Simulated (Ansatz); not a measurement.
# A hypothetical structure for Li2ScBr4, part 2 of 2

Starting from a made-up structure for Li2ScBr4, the aim is the relaxed cell, its shortest contacts and, where a second run follows, its electronic structure.

Ansatz 0.2.0; DFT, PBE, plane-wave PAW, files of the set soft_1, scalar-relativistic, no spin, cell and ions relaxed at zero pressure; PAW set soft_1 (the session's first sound run).

So far: Set-up; Relaxing cell and atoms. The relaxed cell has a = 5.927, c = 6.188 Å (conventional setting).

## (3) Electronic structure of the relaxed cell

A second self-consistent run takes a narrower smearing and the mesh shown in its input; the bands follow along the standard path of the relaxed lattice.

This step: DFT, PBE, plane-wave PAW, files of the set soft_1, scalar-relativistic, no spin, bands and density of states at the relaxed cell; PAW set soft_1 (Ansatz 0.2.0).

input.yaml

```yaml
crystal:
  lattice:
    - [5.9274160268, 0.0, 0.0]
    - [0.0, 5.9274160268, 0.0]
    - [0.0, 0.0, 6.1884945979]
  atoms:
    - { symbol: Br, position: [0.7500106138, 0.7500106138, 0.2611617338] }
    - { symbol: Br, position: [0.7500106138, 0.2499893862, 0.7388382662] }
    - { symbol: Br, position: [0.2499893862, 0.2499893862, 0.2611617338] }
    - { symbol: Br, position: [0.2499893862, 0.7500106138, 0.7388382662] }
    - { symbol: Sc, position: [0.0, 0.0, 0.0] }
    - { symbol: Li, position: [0.5, 0.0, 0.5] }
    - { symbol: Li, position: [0.0, 0.5, 0.5] }
kpoints:
  mp_grid: { grid: [6, 6, 6] }
  band_path:
    path:
      - [[0.0, 0.0, 0.0], [0.0, 0.5, 0.0], [0.5, 0.5, 0.0], [0.0, 0.0, 0.0], [0.0, 0.0, 0.5], [0.0, 0.5, 0.5], [0.5, 0.5, 0.5], [0.0, 0.0, 0.5]]
      - [[0.0, 0.5, 0.0], [0.0, 0.5, 0.5]]
      - [[0.5, 0.5, 0.0], [0.5, 0.5, 0.5]]
    npoints: 8
scf:
  occupations: { method: fermi_dirac, width: 0.03 }
  n_extra_bands: 11
hamiltonian:
  xc: pbe
  pseudopotentials: { kind: paw, azcp: { folder: soft_1 } }
output:
  forces: true
  stress: true
  write_bands: true
  dos: { projected: true }
  write_density: true
  write_potential: true
  elf: true
  volumetric_format: npy
```

The run is started by

```
ansatz run input.yaml --threads 4 --pin off --max-ram 10240MiB --backend cpu --events-out ev --progress --plain --runs-dir out
```

Numbers of over 12 decimals in the logs are rounded to 6 here.

The program printed:

```text
[...]
Crystal: 7 atoms, lattice volume = 217.428 Å³
Basis set: ecut = 420 eV, 4269 PW (Γ), exchange–correlation on 80×80×90 points (8 copies of the dense FFT grid, shifted against one another)
Bands: 34, of which v1, the nominal top of the filled ones, is band 23 counted from 1 (22 counted from 0)
Symmetry: 8 space group operations
[...]
k-points: 40 of 216 (time reversal used)
[...]
SCF iter   1: F=—  HF=-13693.354680 eV  |F-HF|=—  |Δ(HF+E_count)|=         —  Δρ=1.07e-1  dr2=5.82e1  ethr=3.10e-3  ⟨swp⟩=7.6  Hψ=6577  notcnv=0
[...]
SCF iter  13: F=-13687.591992 eV  HF=-13687.591992 eV  |F-HF|=5.98e-9  |Δ(HF+E_count)|=   1.16e-7  Δρ=3.87e-6  dr2=3.06e-8  ethr=2.22e-10  ⟨swp⟩=17.4  Hψ=9691  notcnv=0
SCF 1 converged in 13 iterations: F = -13687.591992 eV  dr2 = 3.06e-8
[...]
NSCF: frozen V_eff on 75 k-points
SCF converged after 13 iterations
Free energy (F): -13687.591992 eV
[...]
Internal energy: -13687.538793 eV  (E = F + TS)
E sigma→0 (E₀):  -13687.565393 eV
Entropy (-TS):   -0.053200 eV (-7.600 meV/atom)
Fermi energy:    4.995849 eV
[...]
--- Forces (eV/Å), atoms counted from 1 ---
  atom   1  Br     0.00594269     0.00594269    -0.00494246
  atom   2  Br     0.00594269    -0.00594269     0.00494246
  atom   3  Br    -0.00594269    -0.00594269    -0.00494246
  atom   4  Br    -0.00594269     0.00594269     0.00494246
  atom   5  Sc     0.00000000     0.00000000     0.00000000
  atom   6  Li     0.00000000     0.00000000     0.00000000
  atom   7  Li    -0.00000000     0.00000000     0.00000000
  max |Σ_I F_I| component: 1.73e-18 eV/Å
--- Stress (GPa, compression-positive) ---
       -0.010205       0.000000       0.000000
        0.000000      -0.010205      -0.000000
        0.000000      -0.000000       0.007367
  P = ⅓ Tr σ = -0.0043 GPa (-0.043 kbar)
--- Band table (eV; the first three rows and the last of 40) ---
  k-point 0: bands = [... 19 lower, 0.1450, 0.1450, 0.1751, 4.8296, 4.9629, 5.0350, 5.2068, 5.2294, ... 7 higher]
  k-point 1: bands = [... 19 lower, 0.0514, 0.1343, 0.1343, 4.9849, 5.0025, 5.0318, 5.2363, 5.2363, ... 7 higher]
  k-point 2: bands = [... 19 lower, -0.2367, 0.1144, 0.1144, 5.0251, 5.0808, 5.2430, 5.2430, 5.2842, ... 7 higher]
  k-point 39: bands = [... 19 lower, 0.0762, 0.2522, 0.2522, 5.0217, 5.0677, 5.6808, 5.6808, 5.6992, ... 7 higher]
```

The job ended after 7.4 s (4 threads of Intel Xeon 6975P-C (Granite Rapids), shared host; peak memory 0.8 GiB; 27 s of CPU time).

The column dr2 measures how far the density is from self-consistency, as an energy; F and HF (Harris–Foulkes) agree once it is small.

This step gave:

```
free energy             : -13687.5920 eV
energy at zero smearing : -13687.5654 eV
smearing term TS        : 0.05320 eV
Fermi energy            : 4.996 eV
pressure                : -0.004348 GPa
```

bands.tsv at the labelled points (eV, zero at the Fermi level; the bands that come nearest the Fermi level along the path):

| point | band 19 | band 20 | band 21 | band 22 | band 23 | band 24 | band 25 | band 26 |
| --- | --- | --- | --- | --- | --- | --- | --- | --- |
| Γ | -5.33 | -4.85 | -4.85 | -4.82 | -0.17 | -0.03 | 0.04 | 0.21 |
| X | -5.43 | -5.41 | -4.96 | -4.87 | -0.03 | 0.14 | 0.27 | 0.43 |
| M | -5.24 | -5.08 | -4.87 | -4.87 | 0.02 | 0.14 | 0.23 | 0.61 |
| Γ | -5.33 | -4.85 | -4.85 | -4.82 | -0.17 | -0.03 | 0.04 | 0.21 |
| Z | -5.32 | -5.32 | -4.89 | -4.89 | 0.04 | 0.12 | 0.25 | 0.25 |
| R | -5.42 | -5.24 | -4.93 | -4.81 | 0.01 | 0.16 | 0.21 | 0.60 |
| A | -5.09 | -4.92 | -4.74 | -4.74 | 0.03 | 0.07 | 0.68 | 0.68 |
| Z | -5.32 | -5.32 | -4.89 | -4.89 | 0.04 | 0.12 | 0.25 | 0.25 |
| X | -5.43 | -5.41 | -4.96 | -4.87 | -0.03 | 0.14 | 0.27 | 0.43 |
| R | -5.42 | -5.24 | -4.93 | -4.81 | 0.01 | 0.16 | 0.21 | 0.60 |
| M | -5.24 | -5.08 | -4.87 | -4.87 | 0.02 | 0.14 | 0.23 | 0.61 |
| A | -5.09 | -4.92 | -4.74 | -4.74 | 0.03 | 0.07 | 0.68 | 0.68 |

States per cell as run, both spins, in windows of 1 eV, from dos.tsv (zero at the Fermi level): Near the top, bands beyond those computed are missing, so counts there can be too low.

```csv
from,to,total
-8,-7,0.00
-7,-6,6.82
-6,-5,13.09
-5,-4,4.09
-4,-3,0.00
-3,-2,0.00
-2,-1,0.00
-1,0,0.41
0,1,9.89
1,2,1.38
2,3,4.28
```

A further 20.0 states lie below the table's range.

Valence density in the ac plane at fractional y = 0.000, with atoms of Sc and Li within 0.2 Å of it. It is the smooth field of the valence electrons, not physical close to the nuclei.

Ten steps, logarithmic in the rise over the least value, from '0' (0.0 e/Å³) to '9' (8.4 e/Å³), each cell a mean:
```
9852100000001369
7531100000011246
3211110000011122
1111111000111111
0011111000111110
0001111000111100
0000001563100000
0000003896100000
0000002785100000
0001111231111000
0011111000111110
0111111000111111
1111110000111111
5321110000011124
8741100000001258
9852100000001379
```
Columns run along a (5.9 Å), rows up along c (6.2 Å). Atoms in or near the plane, at fractional coordinates: Sc at (0.00, 0.00), Li at (0.50, 0.50).

Electrostatic potential energy in the ac plane at fractional y = 0.000, with atoms of Sc and Li within 0.2 Å of it. With pseudopotentials it is smooth inside the atoms' cores, unlike the true potential.

Values in eV, 16 rows by 16 columns, each cell a mean:
```
-37 -34 -15  -1   4   6   7   7   7   7   7   5   2  -5 -25 -37
-28 -19  -5   1   5   6   7   7   7   7   6   5   3  -1 -11 -25
 -6  -3   1   4   5   6   7   7   7   7   6   6   4   3  -1  -4
  3   3   4   5   5   6   6   6   6   6   6   6   5   5   4   3
  6   6   6   6   5   5   5   4   4   5   5   5   6   6   6   6
  7   7   7   6   6   5   3   0  -1   1   4   5   6   6   7   7
  7   7   7   6   5   3  -2 -15 -20  -9   1   4   6   7   7   7
  7   7   7   7   5   2  -9 -30 -35 -20  -2   4   6   7   7   7
  7   7   7   7   5   3  -6 -24 -30 -16  -1   4   6   7   7   7
  7   7   7   6   6   4   1  -6  -8  -2   3   5   6   7   7   7
  6   6   6   6   6   5   4   3   3   3   5   5   6   6   6   6
  4   5   5   5   5   6   6   5   5   6   6   5   5   5   5   4
  0   1   3   4   5   6   6   7   7   6   6   6   5   4   2   0
-16  -9  -2   3   5   6   7   7   7   7   6   6   4   1  -5 -13
-36 -29 -10   0   4   6   7   7   7   7   7   5   3  -3 -19 -34
-37 -36 -18  -1   4   6   7   7   7   7   6   5   2  -7 -29 -37
```
Columns run along a (5.9 Å; values clipped at the 3rd and 97th percentile), rows up along c (6.2 Å). Atoms in or near the plane, at fractional coordinates: Sc at (0.00, 0.00), Li at (0.50, 0.50).

ELF in the ac plane at fractional y = 0.000, with atoms of Sc and Li within 0.2 Å of it. It is the smooth field of the valence electrons, not physical close to the nuclei.

Ten even steps from '0' (0.01) to '9' (0.96), each cell a mean:
```
3651100000001265
7511220000121136
2113442001344201
0135653001466520
0146653001466530
0134541000245320
0011210341012100
0000001895000000
0000100683000000
0023320010133210
0135652001455420
0146653001466520
0024542001355310
5212331000232114
6631110000011156
1661000000001373
```
Columns run along a (5.9 Å), rows up along c (6.2 Å). Atoms in or near the plane, at fractional coordinates: Sc at (0.00, 0.00), Li at (0.50, 0.50).

## (4) Outcome

| Item | Value |
| --- | --- |
| space group, relaxed | P-42m |
| conventional cell | a = 5.927, b = 5.927, c = 6.188 Å; α = 90.0°, β = 90.0°, γ = 90.0° |
| volume per atom | 31.06 Å³ (guess 32.57) |

What this shows: Li2ScBr4 relaxes to P-42m with a = 5.927, b = 5.927 and c = 6.188 Å. The guessed volume was 5 % too large. The space group P-42m was held in the relaxation, so the end point is a stationary structure within it and may be a saddle against distortions or other arrangements. Bands cross the Fermi level, so it is a metal or semimetal at this level. The electron count is odd, which forces that without spin polarisation or a larger cell. On the 6×6×6 mesh with the narrower smearing (relaxed on 5×5×4) the largest force component is 0.006 eV/Å and the largest stress component is 0.010 GPa, within the relaxation's thresholds of 0.015 eV/Å and 0.05 GPa. The cutoff wasn't tested. A vector of the cell changed its length by 9 %, more than the volume shows. No dispersion term is used, so weakly bound directions may come out too long. Nothing here tests whether the compound is stable against decomposition.

[Logs are printed without paths, hosts, clocks, repeated set-up lines and the standing remarks that a program may print on its own settings, such as how far it seeks lower states.]

[Hosts, paths, dates, database ids (printed as entryN), source tags and the programs' standing remarks are cut or masked in the printed files.]
